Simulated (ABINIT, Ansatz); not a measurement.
# Er (P6_3/mmc): from the cell to the phonon bands, part 2 of 3

How does Er (P6_3/mmc) vibrate, and is this structure a minimum?

ABINIT 10.8.3; DFT PBE, scalar-relativistic, plane waves, PseudoDojo norm-conserving, 4f in core pseudopotentials.

So far. Step 3 (Relaxation): The volume changes by -0.1 % in this run and stands -0.1 % from the first cell. Step 4 (Self-consistent run for the response): The cell stands at -1.1 GPa: the relaxation ran with a smoothed and higher cutoff, and the difference is a stress of the finite basis. The relaxed cell has a = 3.564, c = 5.564 Å (conventional setting).

## 5. Zone-centre response

At q = 0 one unit cell holds all displacements. The response is solved for single atoms along the cell's directions, and symmetry skips those that follow from others. The crystal is treated as a metal, which screens a static field, so no field response is asked.

dfpt_gamma.abi

```

# common to the responses
getwfk_filepath "gso_WFK"
kptopt 2
nqpt 1
qpt 0.0 0.0 0.0
asr 0
chneut 0

# displacements
rfphon 1
rfatpol 1 2
rfdir 1 1 1
tolvrs 1.0d-10
prtwf 0
prtpot 1

# basis, mesh and filling
ecut 22.0
ngkpt 9 9 6
nshiftk 1
shiftk 0.0 0.0 0.0
istwfk *1
occopt 7
tsmear 0.01
nband 18
nstep 100
diemac 1000000.0
prtebands 0
prtgsr 0

# cell and atoms
acell 6.73483919 6.73483919 10.51378285
rprim 
    1.0 0.0 0.0
    -0.5 0.8660254038 0.0
    0.0 0.0 1.0
ntypat 1
znucl 68
natom 2
typat 1 1
xred 
    1/3 2/3 0.25
    2/3 1/3 0.75
pp_dirpath "./pseudo"
pseudos "Er.upf"
```

Started as:

```
$ OMP_NUM_THREADS=1 mpirun -n 16 abinit dfpt_gamma.abi > dfpt_gamma.log
```

Numbers of over 12 decimals in the logs are rounded to 6 here.

dfpt_gamma.abo, the main output file:

```text
[banners, grids, parts of the stress and lines that vanish by symmetry left out]
- input  file    -> dfpt_gamma.abi
- output file    -> dfpt_gamma.abo
- root for input  files -> dfpt_gammai
- root for output files -> dfpt_gammao

 Symmetries : space group P6_3/m m c (#194); Bravais hP (primitive hexag.)
================================================================================
 Values of the parameters that define the memory need of the present run (RF).
     intxc =       0      iscf =       7    lmnmax =       7     lnmax =       7
     mgfft =      48  mpssoang =       4    mqgrid =    3001     natom =       2
  nloc_mem =       1    nspden =       1   nspinor =       1    nsppol =       1
      nsym =      24    n1xccc =    2501    ntypat =       1    occopt =       7
   xclevel =       2
-    mband =          18        mffmem =           1         mkmem =          16
-   mkqmem =          16        mk1mem =          16           mpw =        2061
      nfft =       43200          nkpt =         244
- my_mband =          18
================================================================================
================================================================================

--------------------------------------------------------------------------------
------------- Echo of variables that govern the present computation ------------
--------------------------------------------------------------------------------
-
- outvars: echo of selected default values
-   iomode0 =  0 , fftalg0 =312 , wfoptalg0 =  0
-
- outvars: echo of global parameters not present in the input file
-  max_nthreads =    1
-
 -outvars: echo values of preprocessed input variables
 [... echo left out ...]
================================================================================

 chkinp: Checking input parameters for consistency.

[...]
== DATASET  1 ==================================================================
-   mpi_nproc: 16, omp_nthreads: 1 (-1 if OMP is not activated)

--- !DatasetInfo
iteration_state: {dtset: 1, }
dimensions: {natom: 2, nkpt: 244, mband: 18, nsppol: 1, nspinor: 1, nspden: 1, mpw: 2061, }
cutoff_energies: {ecut:  22.0, pawecutdg:  -1.0, }
electrons: {nelect:   2.20000000E+01, charge:   0.00000000E+00, occopt:   7.00000000E+00, tsmear:   1.00000000E-02, }
meta: {optdriver: 1, rfphon: 1, }
...

 mkfilename: getwfk from: gso_WFK

 Real(R)+Recip(G) space primitive vectors, cartesian coordinates (Bohr,Bohr^-1):
 R(1)=  6.7348392  0.0000000  0.0000000  G(1)=  0.1484816  0.0857259  0.0000000
 R(2)= -3.3674196  5.8325418  0.0000000  G(2)=  0.0000000  0.1714518  0.0000000
 R(3)=  0.0000000  0.0000000 10.5137829  G(3)=  0.0000000  0.0000000  0.0951132
 Unit cell volume ucvol=  4.1299434E+02 bohr^3
 Angles (23,13,12)=  9.00000000E+01  9.00000000E+01  1.20000000E+02 degrees
 setup1 : take into account q-point for computing boxcut.

 getcut: wavevector=  0.0000  0.0000  0.0000  ngfft=  30  30  48
         ecut(hartree)=     22.000   => boxcut(ratio)=   2.11125

--- Pseudopotential description ------------------------------------------------
- pspini: atom type   1  psp file is ./pseudo/Er.upf

   1.24190340E+03                                ecore*ucvol(ha*bohr**3)
--------------------------------------------------------------------------------

 ==>  initialize data related to q vector <==

 The list of irreducible perturbations for this q vector is:
    1)    idir= 1    ipert=   1
    2)    idir= 3    ipert=   1

[...]
The perturbation idir=   2  ipert=   1 is
 symmetric of a previously calculated perturbation.
 So, its SCF calculation is not needed.

 The perturbation idir=   1  ipert=   2 is
 symmetric of a previously calculated perturbation.
 So, its SCF calculation is not needed.

 The perturbation idir=   2  ipert=   2 is
 symmetric of a previously calculated perturbation.
 So, its SCF calculation is not needed.

 The perturbation idir=   3  ipert=   2 is
 symmetric of a previously calculated perturbation.
 So, its SCF calculation is not needed.

--------------------------------------------------------------------------------
 Perturbation wavevector (in red.coord.)   0.000000  0.000000  0.000000
 Perturbation : displacement of atom   1   along direction   1
 Found     2 symmetries that leave the perturbation invariant.

[...]
dfpt_looppert : total number of electrons, from k and k+q
  fully or partially occupied states are    2.200000E+01 and    2.200000E+01.
 Initialisation of the first-order wave-functions :
  ireadwf=   0

--- !BeginCycle
iteration_state: {dtset: 1, }
solver: {iscf: 7, nstep: 100, nline: 4, wfoptalg: 0, }
tolerances: {tolvrs: 1.00E-10, }
...

     iter   2DEtotal(Ha)        deltaE(Ha) residm    vres2
-ETOT  1   1.007277     -1.033E+03 1.639E+00 7.085E+01
 ETOT  2  0.649123     -3.582E-01 2.412E-01 6.899E+00
 ETOT  3  0.644030     -5.093E-03 3.656E-02 2.684E-01
 ETOT  4  0.643828     -2.017E-04 1.553E-02 2.126E-03
 ETOT  5  0.643827     -6.944E-07 7.853E-03 2.972E-04
[...]
At SCF step   10       vres2   =  1.64E-12 < tolvrs=  1.00E-10 =>converged.
[...]
Mean square residual over all n,k,spin=   77.251E-09; max=  20.244E-05

 Thirteen components of 2nd-order total energy (hartree) are
 1,2,3: 0th-order hamiltonian combined with 1st-order wavefunctions
     kin0=   7.10917483E+02 eigvalue=   1.49284476E+02  local=  -4.01139492E+02
 4,5,6: 1st-order hamiltonian combined with 1st and 0th-order wfs
 loc psp =  -1.45309929E+03  Hartree=   3.65153285E+02     xc=  -9.17133082E+01
 note that "loc psp" includes a xc core correction that could be resolved
 7,8,9: eventually, occupation + non-local contributions
    edocc=   1.52864488E+02     enl0=   1.47504945E+02   enl1=  -6.12644462E+02
 1-9 gives the relaxation energy (to be shifted if some occ is /=2.0)
   erelax=  -1.03287188E+03
 10,11,12 Non-relaxation  contributions : frozen-wavefunctions and Ewald
 fr.local=   6.91041773E+02 fr.nonlo=   3.06239992E+02  Ewald=   9.38233888E+00
 13,14 Frozen wf xc core corrections (1) and (2)
 frxc 1  =  -1.54124019E+02  frxc 2 =   1.80975620E+02
 Resulting in :
 2DEtotal=    0.6438273908E+00 Ha. Also 2DEtotal=    0.175194358081E+02 eV
    (2DErelax=   -1.0328718773E+03 Ha. 2DEnonrelax=    1.0335157047E+03 Ha)
    (  non-var. 2DEtotal :    6.4382754539E-01 Ha)

[...]
Perturbation wavevector (in red.coord.)   0.000000  0.000000  0.000000
 Perturbation : displacement of atom   1   along direction   3
 Found     6 symmetries that leave the perturbation invariant.

--------------------------------------------------------------------------------

--------------------------------------------------------------------------------

 dfpt_looppert : total number of electrons, from k and k+q
  fully or partially occupied states are    2.200000E+01 and    2.200000E+01.
 Initialisation of the first-order wave-functions :
  ireadwf=   0

--- !BeginCycle
iteration_state: {dtset: 1, }
solver: {iscf: 7, nstep: 100, nline: 4, wfoptalg: 0, }
tolerances: {tolvrs: 1.00E-10, }
...

     iter   2DEtotal(Ha)        deltaE(Ha) residm    vres2
-ETOT  1   18.901403576930     -2.809E+03 3.410E+00 5.439E+04
[...]
ETOT 10   4.515968     -3.865E-11 2.919E-08 1.072E-10
 ETOT 11   4.515968     -1.191E-10 9.683E-09 8.923E-12

 At SCF step   11       vres2   =  8.92E-12 < tolvrs=  1.00E-10 =>converged.
[...]
Mean square residual over all n,k,spin=   20.419E-12; max=  96.834E-10

 Thirteen components of 2nd-order total energy (hartree) are
 1,2,3: 0th-order hamiltonian combined with 1st-order wavefunctions
     kin0=   1.75450122E+03 eigvalue=   3.62300883E+02  local=  -9.91007420E+02
 4,5,6: 1st-order hamiltonian combined with 1st and 0th-order wfs
 loc psp =  -4.17375694E+03  Hartree=   1.20802658E+03     xc=  -2.26051601E+02
 note that "loc psp" includes a xc core correction that could be resolved
 7,8,9: eventually, occupation + non-local contributions
    edocc=   3.58816069E+02     enl0=   3.56783472E+02   enl1=  -1.47298145E+03
 1-9 gives the relaxation energy (to be shifted if some occ is /=2.0)
   erelax=  -2.82336920E+03
 10,11,12 Non-relaxation  contributions : frozen-wavefunctions and Ewald
 fr.local=   1.66150622E+03 fr.nonlo=   7.39649860E+02  Ewald=   3.61245960E+02
 13,14 Frozen wf xc core corrections (1) and (2)
 frxc 1  =  -3.75796577E+02  frxc 2 =   4.41279704E+02
 Resulting in :
 2DEtotal=    0.4515968006E+01 Ha. Also 2DEtotal=    0.122885749676E+03 eV
    (2DErelax=   -2.8233691981E+03 Ha. 2DEnonrelax=    2.8278851661E+03 Ha)
    (  non-var. 2DEtotal :    4.5159693433E+00 Ha)

[...]
---- first-order wavefunction calculations are completed ----

 ==> Compute Derivative Database <==

 [... matrices left out ...]
  Phonon wavevector (reduced coordinates) :  0.00000  0.00000  0.00000
 Phonon energies in Hartree :
  -1.662028E-05  1.108136E-05  1.108136E-05  3.048509E-04  3.048509E-04
   5.179396E-04
 Phonon frequencies in cm-1    :
- -3.647731E+00  2.432076E+00  2.432076E+00  6.690704E+01  6.690704E+01
-  1.136746E+02

== END DATASET(S) ==============================================================
================================================================================

 -outvars: echo values of variables after computation
            acell      6.7348391900E+00  6.7348391900E+00  1.0513782850E+01 Bohr
           etotal      4.5159680056E+00
            fcart      0.0000000000E+00  0.0000000000E+00  0.0000000000E+00
           strten      0.0000000000E+00  0.0000000000E+00  0.0000000000E+00
================================================================================
```

Wall time 23 s (16 MPI ranks of Arm Neoverse V1, shared host).

Read from the output:

```
largest acoustic frequency at the zone centre before the sum rule : -3.65 cm⁻¹
highest optical zone-centre mode (no LO-TO term)                  : 113.7 cm⁻¹
lowest optical zone-centre mode                                   : 66.91 cm⁻¹
```

The acoustic modes at Γ come out as far as 3.6 cm⁻¹ from zero, where they should vanish, a small numerical error.

## 6. Linear response on the mesh

Linear response treats each wavevector of the 3×3×2 mesh in the unit cell; the first-order potentials are kept for the electron-phonon matrix elements.

dfpt_q.abi

```
ndtset 5

# wavevectors
qpt1 0.3333333333 0.0 0.0
qpt2 0.3333333333 0.3333333333 0.0
qpt3 0.0 0.0 0.5
qpt4 0.3333333333 0.0 0.5
qpt5 0.3333333333 0.3333333333 0.5

# displacements
getwfk_filepath "gso_WFK"
getwfq_filepath "gso_WFK"
kptopt 3
nqpt 1
rfphon 1
rfatpol 1 2
rfdir 1 1 1
tolvrs 1.0d-10
prtwf 0
prtpot 1

# basis, mesh and filling
ecut 22.0
ngkpt 9 9 6
nshiftk 1
shiftk 0.0 0.0 0.0
istwfk *1
occopt 7
tsmear 0.01
nband 18
nstep 100
diemac 1000000.0
prtebands 0
prtgsr 0

# cell and atoms
acell 6.73483919 6.73483919 10.51378285
rprim 
    1.0 0.0 0.0
    -0.5 0.8660254038 0.0
    0.0 0.0 1.0
ntypat 1
znucl 68
natom 2
typat 1 1
xred 
    1/3 2/3 0.25
    2/3 1/3 0.75
pp_dirpath "./pseudo"
pseudos "Er.upf"
```

Started as:

```
$ OMP_NUM_THREADS=1 mpirun -n 16 abinit dfpt_q.abi > dfpt_q.log
```

dfpt_q.abo, the main output file:

```text
[banners, grids, parts of the stress and lines that vanish by symmetry left out]
- input  file    -> dfpt_q.abi
- output file    -> dfpt_q.abo
- root for input  files -> dfpt_qi
[...]
DATASET    1 : space group P6_3/m m c (#194); Bravais hP (primitive hexag.)
[...]
nfft =       43200          nkpt =         486
[...]
DATASET    2 : space group P6_3/m m c (#194); Bravais hP (primitive hexag.)
[...]
nfft =       43200          nkpt =         486
[...]
DATASET    3 : space group P6_3/m m c (#194); Bravais hP (primitive hexag.)
[...]
nfft =       43200          nkpt =         486
[...]
DATASET    4 : space group P6_3/m m c (#194); Bravais hP (primitive hexag.)
[...]
nfft =       43200          nkpt =         486
[...]
DATASET    5 : space group P6_3/m m c (#194); Bravais hP (primitive hexag.)
[...]
nfft =       43200          nkpt =         486
[...]
== DATASET  1 ==================================================================
[...]
cutoff_energies: {ecut:  22.0, pawecutdg:  -1.0, }
[...]
Perturbation : displacement of atom   1   along direction   1
[...]
-ETOT  1   24.842145211264     -1.165E+03 1.697E+00 2.218E+05
 ETOT  2   38.629629094039      1.379E+01 1.050E+00 3.643E+05
 ETOT  3   2.238691     -3.639E+01 1.863E-01 7.919E+02
 ETOT  4   2.144282     -9.441E-02 2.857E-02 6.434E+00
 ETOT  5   2.142286     -1.996E-03 2.283E-02 3.719E-01
[...]
At SCF step   13       vres2   =  2.76E-11 < tolvrs=  1.00E-10 =>converged.
[...]
Perturbation : displacement of atom   1   along direction   2
[...]
-ETOT  1   1.929650     -1.051E+03 1.428E+00 5.876E+01
[...]
At SCF step   10       vres2   =  1.90E-11 < tolvrs=  1.00E-10 =>converged.
[...]
Perturbation : displacement of atom   1   along direction   3
[...]
-ETOT  1   9.168386     -2.685E+03 4.134E+00 8.973E+03
[...]
At SCF step   13       vres2   =  8.58E-12 < tolvrs=  1.00E-10 =>converged.
[...]
Phonon wavevector (reduced coordinates) :  0.33333  0.00000  0.00000
 Phonon energies in Hartree :
[...]
Phonon frequencies in cm-1    :
-  5.191839E+01  5.539736E+01  8.547964E+01  9.050289E+01  9.469845E+01
-  1.097028E+02
[...]
== DATASET  2 ==================================================================
[...]
cutoff_energies: {ecut:  22.0, pawecutdg:  -1.0, }
[...]
Perturbation : displacement of atom   1   along direction   1
[...]
-ETOT  1   6.665863     -1.149E+03 1.795E+00 1.426E+04
[...]
At SCF step   11       vres2   =  1.12E-11 < tolvrs=  1.00E-10 =>converged.
[...]
Perturbation : displacement of atom   1   along direction   3
[...]
-ETOT  1   6.615974     -2.632E+03 7.877E+00 1.234E+03
[...]
Phonon wavevector (reduced coordinates) :  0.33333  0.33333  0.00000
 Phonon energies in Hartree :
[...]
Phonon frequencies in cm-1    :
-  8.205503E+01  8.205503E+01  8.523826E+01  8.523826E+01  9.596406E+01
-  1.025192E+02
[...]
== DATASET  3 ==================================================================
[...]
cutoff_energies: {ecut:  22.0, pawecutdg:  -1.0, }
[...]
Perturbation : displacement of atom   1   along direction   1
[...]
-ETOT  1   1.049147     -1.032E+03 1.469E+00 8.304E+01
[...]
Perturbation : displacement of atom   1   along direction   3
[...]
-ETOT  1   296.26721138431     -2.939E+03 3.819E+00 4.270E+06
[...]
Phonon wavevector (reduced coordinates) :  0.00000  0.00000  0.50000
 Phonon energies in Hartree :
[...]
Phonon frequencies in cm-1    :
-  4.866897E+01  4.866897E+01  4.866897E+01  4.866897E+01  8.172279E+01
-  8.172279E+01
[...]
== DATASET  4 ==================================================================
[...]
cutoff_energies: {ecut:  22.0, pawecutdg:  -1.0, }
[...]
Perturbation : displacement of atom   1   along direction   1
[...]
-ETOT  1   16.872882934975     -1.151E+03 1.624E+00 8.698E+04
[...]
Perturbation : displacement of atom   1   along direction   2
[...]
-ETOT  1   1.822350     -1.051E+03 1.402E+00 5.618E+01
[...]
Perturbation : displacement of atom   1   along direction   3
[...]
-ETOT  1   49.816442885897     -2.719E+03 4.159E+00 2.650E+05
[...]
Phonon wavevector (reduced coordinates) :  0.33333  0.00000  0.50000
 Phonon energies in Hartree :
[...]
Phonon frequencies in cm-1    :
-  6.604673E+01  6.604731E+01  7.128217E+01  7.128217E+01  1.002066E+02
-  1.002069E+02
[...]
== DATASET  5 ==================================================================
[...]
cutoff_energies: {ecut:  22.0, pawecutdg:  -1.0, }
[...]
Perturbation : displacement of atom   1   along direction   1
[...]
-ETOT  1   4.995542     -1.146E+03 1.691E+00 7.096E+03
[...]
At SCF step   10       vres2   =  5.79E-11 < tolvrs=  1.00E-10 =>converged.
[...]
Perturbation : displacement of atom   1   along direction   3
[...]
-ETOT  1   11.010717728165     -2.651E+03 4.038E+00 1.577E+04
[...]
ETOT 10   4.532824     -2.228E-11 5.392E+00 1.110E-10
 ETOT 11   4.532824      8.640E-12 3.944E+00 6.093E-12
 At SCF step   11       vres2   =  6.09E-12 < tolvrs=  1.00E-10 =>converged.
[...]
Phonon wavevector (reduced coordinates) :  0.33333  0.33333  0.50000
 Phonon energies in Hartree :
[...]
Phonon frequencies in cm-1    :
-  5.275296E+01  5.275296E+01  9.657610E+01  9.657610E+01  1.011044E+02
-  1.011044E+02
[...]
strten3     0.0000000000E+00  0.0000000000E+00  0.0000000000E+00
           
================================================================================
```

Run time: 7.6 min. Hardware: 16 MPI ranks.

This step gave:

- lowest mode on the q mesh (acoustic ones at the zone centre apart): 48.67 cm⁻¹

Frequencies (cm⁻¹) before the sum rule at the irreducible wavevectors but Γ, which is solved apart; negative means imaginary. Frequencies by wavevector:

```tsv
q (fractions)	star	mode 1	mode 2	mode 3	mode 4	mode 5	mode 6
0.3333 0 0	6	51.92	55.4	85.48	90.5	94.7	109.7
0.3333 0.3333 0	2	82.06	82.06	85.24	85.24	95.96	102.5
0 0 0.5	1	48.67	48.67	48.67	48.67	81.72	81.72
0.3333 0 0.5	6	66.05	66.05	71.28	71.28	100.2	100.2
0.3333 0.3333 0.5	2	52.75	52.75	96.58	96.58	101.1	101.1
```

(Continued in part 3 of 3.)

[Host names and launcher messages were left out of these logs when they were recorded.]

[Logs are printed without paths, hosts, clocks, repeated set-up lines and the standing remarks that a program may print on its own settings, such as how far it seeks lower states.]

[Hosts, paths, dates, database ids (printed as entryN), source tags and the programs' standing remarks are cut or masked in the printed files.]
